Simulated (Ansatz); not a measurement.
# BeHg (hypothetical, Pm-3m): phonons against volume

Which modes of BeHg (hypothetical) drive its thermal expansion? The crystal structure is hypothetical: it was made by swapping elements on a known structure type.

Program: Ansatz 0.2.0. Level of theory: DFT PBEsol, scalar-relativistic, plane waves, PAW. Results are calculated unless marked as measured.

## Step 1: Set-up

It takes space group Pm-3m (No. 221, cubic). The conventional cell has a = 2.938 Å, b = 2.938 Å, c = 2.938 Å, α = 90.00°, β = 90.00°, γ = 90.00°. Nearest to Be lie 8 Hg at 2.54 Å. Nearest to Hg lie 8 Be at 2.54 Å. Farther neighbours are not listed.

## Step 2: Probe on a coarse mesh

Before spending time, one coarse run tells the gap and the pressure of the starting cell.

The input, input.yaml:

```yaml
crystal:
  lattice:
    - [2.93753, 0.0, 0.0]
    - [0.0, 2.93753, 0.0]
    - [0.0, 0.0, 2.93753]
  atoms:
    - { symbol: Be, position: [0.5, 0.5, 0.5] }
    - { symbol: Hg, position: [0.0, 0.0, 0.0] }
kpoints:
  mp_grid: { grid: [6, 6, 6] }
hamiltonian:
  xc: pbesol
scf:
  occupations: { method: gaussian, width: 0.1 }
output:
  forces: true
  stress: true
  eigenvalues: true
```

Started as:

```console
> ansatz run input.yaml --threads 4 --pin off --max-ram 8192MiB --backend cpu --events-out ev --progress --plain --runs-dir out
```

Numbers of over 12 decimals in the logs are rounded to 6 here.

The program printed:

```text
Engine: ansatz 0.2.0, aarch64-unknown-linux-gnu
Pseudopotentials: kind: paw
Pseudopotential: Be, paw, valence charge 2, recommended cutoff 420 eV (normal), Be.paw.azcp
Pseudopotential: Hg, paw, valence charge 20, recommended cutoff 420 eV (normal), Hg.paw.azcp
Functional definition: PBEsol
  exchange = pbesol_x
  correlation = pbesol_c
Crystal: 2 atoms, lattice volume = 25.348 Å³
Basis set: ecut = 420 eV, 485 PW (Γ), exchange–correlation on 40×40×40 points (8 copies of the dense FFT grid, shifted against one another)
Bands: 15, of which v1, the nominal top of the filled ones, is band 11 counted from 1 (10 counted from 0)
Symmetry: 48 space group operations
Space group: Pm-3m (ITA 221), of the structure as read, at distance tolerance 2.9e-5 Å
k-points: 20 of 216
Non-local potential: Be, projectors of the file, l = 0: 2, l = 1: 2, l = 2: 1
Non-local potential: Hg, projectors of the file, l = 0: 3, l = 1: 2, l = 2: 2, l = 3: 1
PAW form: soft (Blöchl's): semilocal exchange-correlation on the pseudo side does not see the compensation charge
PAW frozen core: Be, regenerated for the run's functional, and the local potential with it (the file was generated under x = pbe(κ = 0.804, μ = 0.219515), c = pbe(β = 0.066725))
PAW frozen core: Hg, regenerated for the run's functional, and the local potential with it (the file was generated under x = pbe(κ = 0.804, μ = 0.219515), c = pbe(β = 0.066725))
PAW one-centre angular grid: Be, 110 points (default); XC on 64 Gauss nodes
PAW one-centre angular grid: Hg, 590 points (default); XC on 64 Gauss nodes
Initial density: superposition of atomic densities (neutral atoms: chi_scale 0, normalization atom), corrected by the library's trained network
Initial wavefunctions: pseudopotential atomic-orbital guess
Functional: x = pbesol(κ = 0.804, μ = 0.123457), c = pbesol(β = 0.046)
SCF iter   1: F=—  HF=-13757.215656 eV  |F-HF|=—  |Δ(HF+E_count)|=         —  Δρ=4.13e-3  dr2=3.67e-3  ethr=1.77e-3  ⟨swp⟩=5.2  Hψ=1495  notcnv=0
preconditioner: auto → none  [metal: Δε(μ)=0.064 eV  Ē_g=13.549 eV  σ=0.100 eV  W_gap=0.34  n_scr=6 (ndim 8)  ℏωp=27.6 eV  f_vac=0.000  D(μ)=1.47/eV (n_scr^D=18)  sad-step TF]
SCF iter   2: F=—  HF=-13757.215138 eV  |F-HF|=—  |Δ(HF+E_count)|=   5.18e-4  Δρ=2.22e-3  dr2=1.07e-3  ethr=1.67e-5  ⟨swp⟩=1.9  Hψ=536  notcnv=0
SCF iter   3: F=—  HF=-13757.214739 eV  |F-HF|=—  |Δ(HF+E_count)|=   3.99e-4  Δρ=4.14e-4  dr2=5.23e-5  ethr=4.84e-6  ⟨swp⟩=2.7  Hψ=428  notcnv=0
SCF iter   4: F=—  HF=-13757.214741 eV  |F-HF|=—  |Δ(HF+E_count)|=   1.71e-6  Δρ=1.80e-4  dr2=8.71e-6  ethr=2.38e-7  ⟨swp⟩=2.0  Hψ=431  notcnv=0
SCF iter   5: F=—  HF=-13757.214740 eV  |F-HF|=—  |Δ(HF+E_count)|=   1.13e-6  Δρ=5.55e-5  dr2=7.02e-7  ethr=3.96e-8  ⟨swp⟩=2.5  Hψ=466  notcnv=0
SCF iter   6: F=-13757.214740 eV  HF=-13757.214740 eV  |F-HF|=3.04e-9  |Δ(HF+E_count)|=   1.16e-7  Δρ=5.57e-6  dr2=5.23e-9  ethr=4.55e-10  ⟨swp⟩=5.1  Hψ=1215  notcnv=0
SCF 1 converged in 6 iterations: F = -13757.214740 eV  dr2 = 5.23e-9
  greatest PAW one-centre occupation: 1.000 electrons in one spin orbital (limit 2), on the Hg atom at site 1 (counted from 0), in its partial waves of l = 0
SCF converged after 6 iterations
Free energy (F): -13757.214740 eV
Harris-Foulkes:  -13757.214740 eV  (|F-HF|=3.04e-9)
Internal energy: -13757.207431 eV  (E = F + TS)
E sigma→0 (E₀):  -13757.211085 eV
Entropy (-TS):   -0.007309 eV (-3.654 meV/atom)
Fermi energy:    19.263137 eV
--- Per-component energies (eV) ---
  E_band       = -326.593220
  E_kinetic    = 628.109531
  E_local      = -2493.536038  (includes V_loc(G=0)·N_el)
  E_nonlocal   = 76.723340
  E_hartree    = 1095.003926
  E_xc         = -241.647398
  E_vxc        = -286.709051  (∫ρ·V_xc dr)
  E_paw        = -9855.479016  (= ΣΔE_a)
  E_vpaw       = -441.185353  (= ΣTr[D̂ρ^β])
  E_aug_tail   = 0.000881  (compensation charges beyond the density's cutoff)
  E_ewald      = -2966.720839
  E_core_change = 0.338183  (= ΣΔE_core)
  E_smearing   = -0.007309  (= −TS)
  E_closure    = 0.000000  (closes the sum)
  Σ components = -13757.214740   (vs F -13757.214740, Δ=0.00e0)
--- Forces (eV/Å), atoms counted from 1 ---
  atom   1  Be     0.00000000     0.00000000     0.00000000
  atom   2  Hg    -0.00000000     0.00000000    -0.00000000
  max |Σ_I F_I| component: 1.23e-31 eV/Å
--- Stress (GPa, compression-positive) ---
       21.540288      -0.000000       0.000000
       -0.000000      21.540288      -0.000000
        0.000000       0.000000      21.540288
  P = ⅓ Tr σ = 21.5403 GPa (215.403 kbar)
--- Band table (eV; the first three rows and the last of 20) ---
  k-point 0: bands = [... 7 lower, 10.7060, 10.7060, 10.7060, 21.1260, 21.1260, 21.1260, 28.3485, 29.4845]
  k-point 1: bands = [... 7 lower, 10.4218, 10.4218, 10.7300, 19.0251, 21.9277, 21.9277, 28.5114, 28.8657]
  k-point 2: bands = [... 7 lower, 9.9169, 9.9169, 10.7783, 15.5883, 23.9474, 23.9474, 27.7572, 28.5551]
  k-point 19: bands = [... 7 lower, 11.6312, 11.6312, 20.1336, 20.1336, 20.1336, 20.6598, 21.6402, 21.8782]
```

The job ended after 0.94 s (4 threads of Arm Neoverse V1, shared host; peak memory 0.26 GiB; 1.4 s of CPU time).

Reading the cycles: dr2 is the Hartree energy of the density residual (eV), the measure of convergence; HF is the Harris–Foulkes estimate of the energy, which meets the free energy F at convergence.

This step gave:

* pressure: 21.54 GPa
* volume per atom: 12.67 Å³
* gap on the k-mesh: 0 eV

The start is under 22 GPa at this level and looks like a metal on this mesh.

## Step 3: A loose first relaxation

The start is far from rest, so a relaxation with loose thresholds first brings it near the minimum.

Changes to input.yaml since step 2:

```diff
@@ -18 +18,6 @@
   eigenvalues: true
+relax:
+  adjacent_minimum: "off"
+  f_tol: 0.05
+  max_steps: 80
+  cell: { stress_tol: 0.5 }
```

The program printed:

```text
[...]
Crystal: 2 atoms, lattice volume = 25.348 Å³
Basis set: ecut = 420 eV, 485 PW (Γ), exchange–correlation on 40×40×40 points (8 copies of the dense FFT grid, shifted against one another)
Bands: 15, of which v1, the nominal top of the filled ones, is band 11 counted from 1 (10 counted from 0)
Symmetry: 48 space group operations
[...]
k-points: 20 of 216
[...]
SCF iter   1: F=—  HF=-13757.215656 eV  |F-HF|=—  |Δ(HF+E_count)|=         —  Δρ=4.13e-3  dr2=3.67e-3  ethr=1.77e-3  ⟨swp⟩=5.2  Hψ=1495  notcnv=0
[...]
SCF iter   6: F=-13757.214740 eV  HF=-13757.214740 eV  |F-HF|=3.04e-9  |Δ(HF+E_count)|=   1.16e-7  Δρ=5.57e-6  dr2=5.23e-9  ethr=4.55e-10  ⟨swp⟩=5.1  Hψ=1215  notcnv=0
SCF 1 converged in 6 iterations: F = -13757.214740 eV  dr2 = 5.23e-9
[...]
relax step   1: F+E_penalty+E_count = -13757.21473974 eV  Δ(F+E_penalty+E_count) = +0.000e0 eV  max|allowed force component| = 8.710e-31 eV/Å  Δτ_max = 0.0000 Å  P = +21.540 GPa  Ω = 25.348 Å³  (6 SCF iters, dr2 threshold 1.00e-7 eV, accepted)
Crystal: 2 atoms, lattice volume = 29.239 Å³
Basis set: ecut = 420 eV, 587 PW (Γ), exchange–correlation on 40×40×40 points (8 copies of the dense FFT grid, shifted against one another)
[...]
iter 1 solved again at ethr=7.12e-4 eV; its pass at ethr=3.10e-3 eV (dr2=1.57e-1 eV) is discarded
[...]
SCF iter   6: F=-13757.466131 eV  HF=-13757.466131 eV  |F-HF|=4.73e-11  |Δ(HF+E_count)|=   1.41e-7  Δρ=1.13e-6  dr2=2.19e-10  ethr=9.09e-10  ⟨swp⟩=5.2  Hψ=1366  notcnv=0
SCF 2 converged in 6 iterations: F = -13757.466131 eV  dr2 = 2.19e-10
relax step   2: F+E_penalty+E_count = -13757.46613082 eV  Δ(F+E_penalty+E_count) = -2.514e-1 eV  max|allowed force component| = 2.301e-31 eV/Å  Δτ_max = 0.0000 Å  P = +1.705 GPa  Ω = 29.239 Å³  energy of the carried Pulay correction = -1.180e-3 eV  (6 SCF iters, dr2 threshold 2.00e-7 eV, accepted)
Crystal: 2 atoms, lattice volume = 29.629 Å³
[...]
SCF iter   4: F=-13757.468595 eV  HF=-13757.468595 eV  |F-HF|=4.22e-9  |Δ(HF+E_count)|=   2.83e-6  Δρ=2.68e-5  dr2=7.22e-8  ethr=9.09e-10  ⟨swp⟩=3.1  Hψ=1259  notcnv=0
SCF 3 converged in 4 iterations: F = -13757.468595 eV  dr2 = 7.22e-8
relax step   3: F+E_penalty+E_count = -13757.46859465 eV  Δ(F+E_penalty+E_count) = -2.464e-3 eV  max|allowed force component| = 2.619e-32 eV/Å  Δτ_max = 0.0000 Å  P = +0.419 GPa  Ω = 29.629 Å³  energy of the carried Pulay correction = -1.289e-3 eV  (4 SCF iters, dr2 threshold 2.00e-7 eV, accepted)
Basis set: ecut = 420 eV, 587 PW (Γ), exchange–correlation on 48×48×48 points (8 copies of the dense FFT grid, shifted against one another)
[...]
SCF iter   4: F=-13757.470114 eV  HF=-13757.470114 eV  |F-HF|=1.66e-9  |Δ(HF+E_count)|=   7.03e-8  Δρ=5.73e-6  dr2=9.01e-10  ethr=9.09e-12  ⟨swp⟩=3.2  Hψ=1296  notcnv=0
SCF 4 converged in 4 iterations: F = -13757.470114 eV  dr2 = 9.01e-10
relax step   4: F+E_penalty+E_count = -13757.47011356 eV  Δ(F+E_penalty+E_count) = -1.519e-3 eV  max|allowed force component| = 9.039e-32 eV/Å  Δτ_max = 0.0000 Å  P = +0.469 GPa  Ω = 29.629 Å³  stress off target by 4.69e-1 GPa  SCF on the basis re-selected at this cell (its energy is not comparable with the rows above)  (4 SCF iters)
basis re-selected at this cell: Δ(F+E_penalty+E_count) = -1.519e-3 eV, ΔP = +0.050 GPa vs the last step (what re-selecting the basis moved, of the pressure what is left beyond the Pulay correction that the steps carried, after the strain that the cell walked since its last selection, with what the two solves' SCF thresholds leave and, on support functions, any second-order correction that the steps lacked; it is no measure of the basis error at this ecutwfc). The dense FFT grid was sized anew with the basis: this SCF ran on 24×24×24 points, the steps before it on 20×20×20, so part of this shift can come from that change (see relax.cell in the input reference). [rest of the remark cut]
SCF converged after 4 iterations
Free energy (F): -13757.470114 eV
[...]
Internal energy: -13757.463038 eV  (E = F + TS)
E sigma→0 (E₀):  -13757.466576 eV
Entropy (-TS):   -0.007076 eV (-3.538 meV/atom)
Fermi energy:    15.717194 eV
[...]
--- Stress (GPa, compression-positive) ---
        0.468526       0.000000      -0.000000
        0.000000       0.468526      -0.000000
       -0.000000      -0.000000       0.468526
  P = ⅓ Tr σ = 0.4685 GPa (4.685 kbar)
--- Band table (eV; the first three rows and the last of 20) ---
  k-point 0: bands = [... 7 lower, 7.8705, 7.8705, 7.8705, 17.8561, 17.8561, 17.8561, 23.0996, 25.3146]
  k-point 1: bands = [... 7 lower, 7.6686, 7.6686, 7.8877, 15.7685, 18.5192, 18.5192, 23.5120, 24.9905]
  k-point 2: bands = [... 7 lower, 7.3017, 7.3260, 7.9225, 12.4818, 20.2210, 20.2210, 23.8064, 24.3423]
  k-point 19: bands = [... 7 lower, 8.5687, 8.5687, 16.9497, 16.9497, 16.9497, 16.9734, 17.1515, 18.0840]
--- Relaxed structure (3 steps of the walk, 3 accepted, 1 SCFs on fresh bases) ---
  F+E_penalty+E_count = -13757.47011356 eV   max|allowed force component| = 9.039e-32 eV/Å   (the final SCF, on the basis selected at the relaxed cell)
  cell:  # Å, volume = 29.6295 Å³
    - [3.094386, 0, 0.0]
    - [0, 3.094386, 0]
    - [0.0, 0, 3.094386]
  atoms:
    - { symbol: Be, position: [0.5, 0.5, 0.5] }
    - { symbol: Hg, position: [0, 0, 0] }
```

The job ended after 1.2 s (4 threads; peak memory 0.29 GiB).

The steps of the relaxation:

```csv
step,energy less that of the first step (eV),largest force component (eV/Å),pressure (GPa),volume (Å³)
1,0.0000,0.0000,21.54,25.35
2,-0.2514,0.0000,1.70,29.24
3,-0.2539,0.0000,0.42,29.63
4*,-0.2554,0.0000,0.47,29.63
```

Relaxation steps marked * repeat the geometry before them on a plane-wave basis chosen anew for their cell, so energy and pressure can jump there.

The run keeps the 48 symmetry operations that it works with, so distortions that break them were not tested.

```csv
"conventional cell, symmetrised",before,after,change
a (Å),2.938,3.094,+5.3 %
b (Å),2.938,3.094,+5.3 %
c (Å),2.938,3.094,+5.3 %
volume (Å³/atom),12.67,14.81,+16.9 %
```

Final coordinates:

```xyz
2
Lattice="3.0944 0.0000 0.0000 0.0000 3.0944 0.0000 0.0000 0.0000 3.0944" Properties=species:S:1:pos:R:3 pbc="T T T"
Be    1.5472    1.5472    1.5472
Hg    0.0000    0.0000    0.0000
```

This step gave:

```
pressure        : 0.4685 GPa
volume per atom : 14.81 Å³
```

The relaxation ends with a pressure of 0.47 GPa.

## Step 4: Finding the static equilibrium

The vibrations must be taken about the equilibrium of this functional, not about the starting cell, so the structure is relaxed.

input.yaml, the sections that differ from step 3:

```yaml
crystal:
  lattice:
    - [3.0943864778, 0.0, 0.0]
    - [0.0, 3.0943864778, 0.0]
    - [0.0, 0.0, 3.0943864778]
  atoms:
    - { symbol: Be, position: [0.5, 0.5, 0.5] }
    - { symbol: Hg, position: [0.0, 0.0, 0.0] }
kpoints:
  mp_grid: { grid: [14, 14, 14] }
relax:
  adjacent_minimum: "off"
  f_tol: 0.005
  max_steps: 80
  cell: { stress_tol: 0.05 }
# hamiltonian, scf, output: as in step 3
```

The program printed:

```text
[...]
Crystal: 2 atoms, lattice volume = 29.629 Å³
Basis set: ecut = 420 eV, 587 PW (Γ), exchange–correlation on 48×48×48 points (8 copies of the dense FFT grid, shifted against one another)
Bands: 15, of which v1, the nominal top of the filled ones, is band 11 counted from 1 (10 counted from 0)
Symmetry: 48 space group operations
[...]
k-points: 120 of 2744
[...]
k-point 119: bands = [... 7 lower, 8.7590, 8.7590, 17.1723, 17.1723, 17.1723, 17.2578, 17.4569, 18.3599]
--- Relaxed structure (3 steps of the walk, 3 accepted, 1 SCFs on fresh bases) ---
[...]
cell:  # Å, volume = 29.2719 Å³
    - [3.081889, 0, 0]
    - [0, 3.081889, 0]
    - [0, 0, 3.081889]
  atoms:
    - { symbol: Be, position: [0.500000, 0.500000, 0.500000] }
    - { symbol: Hg, position: [0, 0, 0] }
[key lines of the parts left out:]
SCF converged after 5 iterations
Free energy (F): -13757.470946 eV
Fermi energy:    15.638466 eV
P = ⅓ Tr σ = -0.0290 GPa (-0.290 kbar)
```

Wall time 3.9 s (4 threads); peak memory 0.36 GiB.

Step by step:

```csv
step,energy less that of the first step (eV),largest force component (eV/Å),pressure (GPa),volume (Å³)
1,0.0000,0.0000,-1.17,29.63
2,-0.0005,0.0000,1.10,28.94
3,-0.0014,0.0000,-0.03,29.27
4*,-0.0014,0.0000,-0.03,29.27
```

Relaxation steps marked * repeat the geometry before them on a plane-wave basis chosen anew for their cell, so energy and pressure can jump there.

The run keeps the 48 symmetry operations that it works with, so distortions that break them were not tested.

```csv
"conventional cell, symmetrised",before,after,change
a (Å),3.094,3.082,-0.4 %
b (Å),3.094,3.082,-0.4 %
c (Å),3.094,3.082,-0.4 %
volume (Å³/atom),14.81,14.64,-1.2 %
```

The relaxed structure:

```
Be Hg
1.0
     3.08189    0.00000    0.00000
     0.00000    3.08189    0.00000
     0.00000    0.00000    3.08189
Be Hg
1 1
Direct
  0.50000 0.50000 0.50000
  0.00000 0.00000 0.00000
```

This step gave:

```
pressure        : -0.02898 GPa
volume per atom : 14.64 Å³
```

The relaxation ends with a pressure of -0.03 GPa.

## Step 5: Relaxing to small residual forces and stress

The relaxation is repeated with tighter thresholds on force and stress, since phonons are sensitive to what is left; a change of mesh or smearing in the input moves the cell too.

The input, input.yaml:

```yaml
crystal:
  lattice:
    - [3.0818890434, 0.0, 0.0]
    - [0.0, 3.0818890434, 0.0]
    - [0.0, 0.0, 3.0818890434]
  atoms:
    - { symbol: Be, position: [0.5, 0.5, 0.5] }
    - { symbol: Hg, position: [0.0, 0.0, 0.0] }
kpoints:
  mp_grid: { grid: [16, 16, 16] }
hamiltonian:
  xc: pbesol
scf:
  occupations: { method: methfessel_paxton, width: 0.15 }
output:
  forces: true
  stress: true
  eigenvalues: true
relax:
  adjacent_minimum: "off"
  f_tol: 0.001
  max_steps: 60
  cell: { stress_tol: 0.01 }
```

The program printed:

```text
[...]
Crystal: 2 atoms, lattice volume = 29.272 Å³
Basis set: ecut = 420 eV, 587 PW (Γ), exchange–correlation on 48×48×48 points (8 copies of the dense FFT grid, shifted against one another)
Bands: 15, of which v1, the nominal top of the filled ones, is band 11 counted from 1 (10 counted from 0)
Symmetry: 48 space group operations
[...]
k-points: 165 of 4096
[...]
k-point 164: bands = [... 7 lower, 8.7098, 8.7098, 17.1076, 17.1076, 17.1076, 17.1626, 17.3694, 18.2713]
--- Relaxed structure (3 steps of the walk, 3 accepted, 1 SCFs on fresh bases) ---
[...]
cell:  # Å, volume = 29.3806 Å³
    - [3.085697, 0, 0]
    - [0, 3.085697, 0.0]
    - [0, 0.0, 3.085697]
  atoms:
    - { symbol: Be, position: [0.5, 0.5, 0.5] }
    - { symbol: Hg, position: [0, 0, 0] }
[key lines of the parts left out:]
SCF converged after 5 iterations
Free energy (F): -13757.473946 eV
Fermi energy:    15.564283 eV
P = ⅓ Tr σ = -0.0025 GPa (-0.025 kbar)
```

It took 5.7 s on 4 threads; peak memory 0.38 GiB.

Relaxation path:

```csv
step,energy less that of the first step (eV),largest force component (eV/Å),pressure (GPa),volume (Å³)
1,0.0000,0.0000,0.37,29.27
2,0.0000,0.0000,-0.34,29.48
3,-0.0001,0.0000,0.00,29.38
4*,-0.0001,0.0000,0.00,29.38
```

Relaxation steps marked * repeat the geometry before them on a plane-wave basis chosen anew for their cell, so energy and pressure can jump there.

The run keeps the 48 symmetry operations that it works with, so distortions that break them were not tested.

```csv
"conventional cell, symmetrised",before,after,change
a (Å),3.082,3.086,+0.1 %
b (Å),3.082,3.086,+0.1 %
c (Å),3.082,3.086,+0.1 %
volume (Å³/atom),14.64,14.69,+0.4 %
```

The relaxed structure:

```xyz
2
Lattice="3.0857 0.0000 0.0000 0.0000 3.0857 0.0000 0.0000 0.0000 3.0857" Properties=species:S:1:pos:R:3 pbc="T T T"
Be    1.5428    1.5428    1.5428
Hg    0.0000    0.0000    0.0000
```

This step gave:

- pressure: -0.002528 GPa
- volume per atom: 14.69 Å³

The residual pressure is -0.0025 GPa, small enough for phonons.

(Continued in part 2 of 3.)

[Logs are printed without paths, hosts, clocks, repeated set-up lines and the standing remarks that a program may print on its own settings, such as how far it seeks lower states.]

[Hosts, paths, dates, database ids (printed as entryN), source tags and the programs' standing remarks are cut or masked in the printed files.]

[A step with changed settings may run another functional than the one named; its input shows which.]


